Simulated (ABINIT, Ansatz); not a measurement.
# Quasiparticle gap of VCu3S4 (Sulvanite) in ABINIT, part 3 of 3

How does a plane-wave GW calculation on VCu3S4 (Sulvanite) run from the first input to the gap?

ABINIT 10.8.3; LDA and many-body steps on it, plane waves. Known limits of the many-body steps: not at the basis limit; no spin polarisation; d shell near the gap, gap tends to lie low; d states lean on the start; coarse k mesh.

So far. Step 4 (Empty states on the mesh, 2×2×2 mesh, 564 bands): On this mesh the gap is 0.984 eV. Step 5 (Screening, 2×2×2 mesh, 514 bands, screening to 217.7 eV): Local fields lower ε∞ by 23 %. On a Γ-centred mesh this coarse the value itself is usually too large, while a short band sum pulls it down.

In doubt: a PseudoDojo file used here is known to give poor structures and forces, which bears on pressures, cells, forces and phonons.

### 6. Self-energy, 2×2×2 mesh, 514 bands, screening to 217.7 eV

The self-energy is evaluated for the states that the input lists, and the levels follow from it, in one-shot runs by the linearised quasiparticle equation.

This step: G0W0 on LDA, plane waves, norm-conserving pseudopotentials.

The input, run.abi:

```
acell 3*1.0 Angstrom
rprim 
  5.391200000000 0.000000000000 0.000000000000
  0.000000000000 5.391200000000 0.000000000000
  0.000000000000 0.000000000000 5.391200000000
ntypat 3
znucl 23 29 16
natom 8
typat 1 2 2 2 3 3 3 3
xred 
  0.000000000000 0.000000000000 0.000000000000
  0.500000000000 0.000000000000 0.000000000000
  0.000000000000 0.500000000000 0.000000000000
  0.000000000000 0.000000000000 0.500000000000
  0.237200000000 0.237200000000 0.237200000000
  0.237200000000 0.762800000000 0.762800000000
  0.762800000000 0.762800000000 0.237200000000
  0.762800000000 0.237200000000 0.762800000000
pp_dirpath "pseudos"
pseudos "V.upf, Cu.upf, S.upf"
ecut 38
ngkpt 2 2 2
nshiftk 1
shiftk 0 0 0
kptopt 1
chksymbreak 0
istwfk *1
occopt 1
irdwfk 1
optdriver 4
nband 514
gwcalctyp 0
ecutsigx 38
symsigma 1
nkptgw 4
kptgw 
  0.5000000000 0.5000000000 0.5000000000
  0.5000000000 0.0000000000 0.0000000000
  0.5000000000 0.5000000000 0.0000000000
  0.0000000000 0.0000000000 0.0000000000
bdgw 
  45 49
  46 49
  45 49
  45 49
ecuteps 8
irdscr 1
ppmodel 1
indata_prefix "in"
outdata_prefix "out"
tmpdata_prefix "tmp"
```

On the command line:

```bash
$ OMP_NUM_THREADS=1 mpirun -n 4 abinit run.abi > log
```

Numbers of over 12 decimals in the logs are rounded to 6 here.

The log of the run:

```text
.Version 10.8.3 of ABINIT. v10.8.2 released Aug 2026.

 Symmetries : space group P-4 3 m (#215); Bravais cP (primitive cubic)
[... echo of the input left out ...]
== DATASET  1 ==================================================================
-   mpi_nproc: 4, omp_nthreads: 1 (-1 if OMP is not activated)

--- !DatasetInfo
iteration_state: {dtset: 1, }
dimensions: {natom: 8, nkpt: 4, mband: 514, nsppol: 1, nspinor: 1, nspden: 1, mpw: 11872, }
cutoff_energies: {ecut:  38.0, pawecutdg:  -1.0, }
electrons: {nelect:   9.40000000E+01, charge:   0.00000000E+00, occopt:   1.00000000E+00, tsmear:   1.00000000E-02, }

 SIGMA: Calculation of the GW corrections

 Based on a program developped by R.W. Godby, V. Olevano, G. Onida, and L. Reining.
 Incorporated in ABINIT by V. Olevano, G.-M. Rignanese, and M. Torrent.
.Using double precision arithmetic ; gwpc =  8

[... cell and pseudopotentials left out ...]
--------------------------------------------------------------------------------

 ==== K-mesh for the wavefunctions ====
 Number of points in the irreducible wedge :     4
[... list of points left out ...]
 Together with 24 symmetry operations and time-reversal symmetry
 yields     8 points in the full Brillouin Zone.

 ==== Q-mesh for screening function ====
 Number of points in the irreducible wedge :     4
[... list of points left out ...]
 Together with 24 symmetry operations and time-reversal symmetry
 yields     8 points in the full Brillouin Zone.

 vcoul_init : cutoff-mode = AUXILIARY_FUNCTION
 q-points for optical limit:   1
     1)      0.000010    0.000020    0.000030
 setmesh: FFT mesh size selected  =    60x   60x   60
          total number of points  =       216000

 Number of electrons calculated from density =   94.0000; Expected =   94.0000
 average of density, n =  0.088895
 r_s =    1.3900
 omega_plasma =   28.7603 [eV]

 === KS Band Gaps ===
  >>>> For spin  1
   Minimum direct gap =   1.3875 [eV], located at k-point      :   0.5000  0.5000  0.0000
   Fundamental gap    =   0.9836 [eV], Top of valence bands at :   0.5000  0.5000  0.5000
                                       Bottom of conduction at :   0.5000  0.0000  0.0000
 SIGMA fundamental parameters:
 PLASMON POLE MODEL  1
 number of plane-waves for SigmaX                11753
 number of plane-waves for SigmaC and W           1189
 number of plane-waves for wavefunctions         11753
 number of bands                                   514
 number of independent spin polarizations            1
 number of spinorial components                      1
 number of k-points in IBZ                           4
 number of q-points in IBZ                           4
 number of symmetry operations                      24
 number of k-points in BZ                            8
 number of q-points in BZ                            8
 number of frequencies for dSigma/dE                 9
 frequency step for dSigma/dE [eV]                0.25
 number of omega for Sigma on real axis              0
 max omega for Sigma on real axis  [eV]           0.00
 zcut for avoiding poles [eV]                     0.10

 EPSILON^-1 parameters (SCR file):
 dimension of the eps^-1 matrix on file           1189
 dimension of the eps^-1 matrix used              1189
 number of plane-waves for wavefunctions         11753
 number of bands                                   514
 number of q-points in IBZ                           4
 number of frequencies                               2
 number of real frequencies                          1
 number of imag frequencies                          1

 matrix elements of self-energy operator (all in [eV])

 Perturbative Calculation

--- !SelfEnergy_ee
iteration_state: {dtset: 1, }
kpoint     : [   0.500,    0.500,    0.500, ]
spin       : 1
KS_gap     :    1.530
QP_gap     :    2.536
Delta_QP_KS:    1.006
data: !SigmaeeData |
     Band     E0 <VxcDFT>   SigX SigC(E0)      Z dSigC/dE  Sig(E)    E-E0       E
       45   4.198 -21.975 -26.325   4.036   0.751  -0.332 -22.210  -0.235   3.963
       46   4.198 -21.975 -26.325   4.036   0.751  -0.332 -22.210  -0.235   3.963
       47   4.198 -21.975 -26.325   4.036   0.751  -0.332 -22.210  -0.235   3.963
       48   5.728 -20.272 -15.030  -4.195   0.736  -0.359 -19.501   0.770   6.499
       49   5.728 -20.272 -15.030  -4.195   0.736  -0.359 -19.501   0.770   6.499

--- !SelfEnergy_ee
iteration_state: {dtset: 1, }
kpoint     : [   0.500,    0.000,    0.000, ]
spin       : 1
KS_gap     :    1.567
QP_gap     :    2.651
Delta_QP_KS:    1.084
data: !SigmaeeData |
     Band     E0 <VxcDFT>   SigX SigC(E0)      Z dSigC/dE  Sig(E)    E-E0       E
       46   3.615 -22.959 -27.618   4.472   0.743  -0.346 -23.098  -0.139   3.476
       47   3.615 -22.959 -27.618   4.472   0.743  -0.346 -23.098  -0.139   3.476
       48   5.182 -21.450 -16.177  -3.996   0.740  -0.352 -20.505   0.944   6.127
       49   5.463 -23.189 -16.708  -4.934   0.722  -0.385 -22.072   1.116   6.580

--- !SelfEnergy_ee
iteration_state: {dtset: 1, }
kpoint     : [   0.500,    0.500,    0.000, ]
spin       : 1
KS_gap     :    1.387
QP_gap     :    2.696
Delta_QP_KS:    1.308
data: !SigmaeeData |
     Band     E0 <VxcDFT>   SigX SigC(E0)      Z dSigC/dE  Sig(E)    E-E0       E
       45   3.261 -22.795 -27.724   4.733   0.741  -0.350 -22.940  -0.145   3.116
[...]
--- !SelfEnergy_ee
iteration_state: {dtset: 1, }
kpoint     : [   0.000,    0.000,    0.000, ]
spin       : 1
KS_gap     :    1.741
QP_gap     :    2.711
Delta_QP_KS:    0.970
data: !SigmaeeData |
     Band     E0 <VxcDFT>   SigX SigC(E0)      Z dSigC/dE  Sig(E)    E-E0       E
       45   3.563 -24.990 -29.071   4.249   0.734  -0.363 -24.866   0.123   3.686
       46   3.563 -24.990 -29.071   4.249   0.734  -0.363 -24.866   0.123   3.686
       47   3.563 -24.990 -29.071   4.249   0.734  -0.363 -24.866   0.123   3.686
       48   5.304 -23.037 -17.007  -4.526   0.728  -0.374 -21.943   1.094   6.397
       49   5.304 -23.037 -17.007  -4.526   0.728  -0.374 -21.943   1.094   6.397

 New Fermi energy :        1.782514E-01 Ha ,    4.850467E+00 eV

 === QP Band Gaps ===
  >>>> For spin  1
   Minimum direct gap =   2.5356 [eV], located at k-point      :   0.5000  0.5000  0.5000
   Fundamental gap    =   2.1635 [eV], Top of valence bands at :   0.5000  0.5000  0.5000
                                       Bottom of conduction at :   0.5000  0.0000  0.0000

== END DATASET(S) ==============================================================
================================================================================

 -outvars: echo values of variables after computation  --------
           etotal      0.0000000000E+00
            nband         514
             nkpt           4
          spgroup         215
 [... the other variables as echoed above ...]

 Calculation completed.
```

Wall time 11 min (4 MPI ranks of Arm Neoverse V2, shared host); peak memory 5.3 GiB.

This step gave:

| Quantity | Value |
| --- | --- |
| G0W0 gap on the mesh | 2.164 eV |
| starting gap on the mesh | 0.9837 eV |
| k of the valence top | 0.5, 0.5, 0.5 |
| k of the conduction bottom | 0.5, 0, 0 |
| Z at the valence top | 0.751 |
| Z at the conduction bottom | 0.74 |
| least direct G0W0 gap on the computed points | 2.536 eV |

The gap on the mesh goes from 0.98 eV to 2.16 eV, a correction of +1.18 eV.

Limits: finite bands, cutoff and mesh; no spin polarisation; d shell near the gap, gap tends to lie low; d states lean on the start; coarse k mesh. v1 is the top filled band, c1 the lowest empty one. The levels before and after the correction (eV, zero at the valence-band top of each column):

|  | conduction bottom | valence top |
| --- | --- | --- |
| Kohn-Sham | 0.98 | 0.00 |
| G0W0 | 2.16 | 0.00 |

|  | level | energy (eV) |
| --- | --- | --- |
| Kohn-Sham | (0.5 0.5 0.5) v3-v1 | 0.000 |
| Kohn-Sham | (0.5 0.5 0.5) c1-c2 | 1.530 |
| Kohn-Sham | (0.5 0 0) v2-v1 | -0.584 |
| Kohn-Sham | (0.5 0 0) c1 | 0.984 |
| Kohn-Sham | (0.5 0 0) c2 | 1.265 |
| G0W0 | (0.5 0.5 0.5) v3-v1 | 0.000 |
| G0W0 | (0.5 0.5 0.5) c1-c2 | 2.536 |
| G0W0 | (0.5 0 0) v2-v1 | -0.487 |
| G0W0 | (0.5 0 0) c1 | 2.164 |
| G0W0 | (0.5 0 0) c2 | 2.617 |

### 7. Where the time went

Times are wall times on 4 MPI ranks of Arm Neoverse V2, shared host, good to a factor of about two.

| step | time | share | memory (GiB) |
| --- | --- | --- | --- |
| ground state | 3.3 min | 9 % | 0.53 |
| bands along the symmetry lines | 2.4 min | 7 % | 0.6 |
| empty states on the mesh | 8.1 min | 23 % | 1.1 |
| screening | 11 min | 30 % | 5.0 |
| self-energy | 11 min | 30 % | 5.3 |

### 8. What came out

```json
{
 "LDA gap": "0.98 eV, indirect",
 "G0W0 gap on the mesh": "2.16 eV",
 "GW settings": "2×2×2 mesh, 514 bands, screening to 217.7 eV, Godby-Needs plasmon pole",
 "known limits": "not at the basis limit; no spin polarisation; d shell near the gap, gap tends to lie low; d states lean on the start; coarse k mesh"
}
```

In words: G0W0 moves the gap on the mesh from 0.98 eV to 2.16 eV (+1.18 eV), with Z of 0.75 and 0.74 at the edges. Local fields lower the RPA ε∞ on this mesh from 10.03 to 7.76; a Γ-centred mesh this coarse tends to raise both, most where the direct gap is narrow, while a short band sum lowers them. Bands and cutoff are finite, so the gap is not at the basis limit. The miss can reach some tenths of an eV and take either sign; the mesh is an error of its own. The 2×2×2 mesh is coarse for this cell, which bears on the long-range parts of exchange and screening. The runs have no spin polarisation. For a closed low-spin shell that is the natural state; where a d or f shell is open it is a constraint, and the gap is then not the crystal's own. A d shell, filled or nearly so, lies near the gap. One-shot GW converges very slowly in bands there, not always from below, and on a semilocal start the gap tends to come out low; starts rich in exact exchange can overshoot instead. With d states at the gap, one-shot GW leans hard on its start.

[Paths, hosts, dates, memory and timing lines, banners, echoed tables and standing remarks are left out of the program output.]

[Logs are printed without paths, hosts, clocks, repeated set-up lines and the standing remarks that a program may print on its own settings, such as how far it seeks lower states.]

[Runs of the session that timed out or met a known fault of the program may be left out.]

[Hosts, paths, dates, database ids (printed as entryN), source tags and the programs' standing remarks are cut or masked in the printed files.]

[G0W0 gaps are taken among the corrected bands and points alone; a level outside them can change the order at an edge.]

[Where Ansatz stands beside ABINIT at settings called matched, ABINIT's density can come from a denser mesh and the files from another edition; pairs whose starting gaps differed by over 0.03 eV were left out, so agreement reads better than it is.]
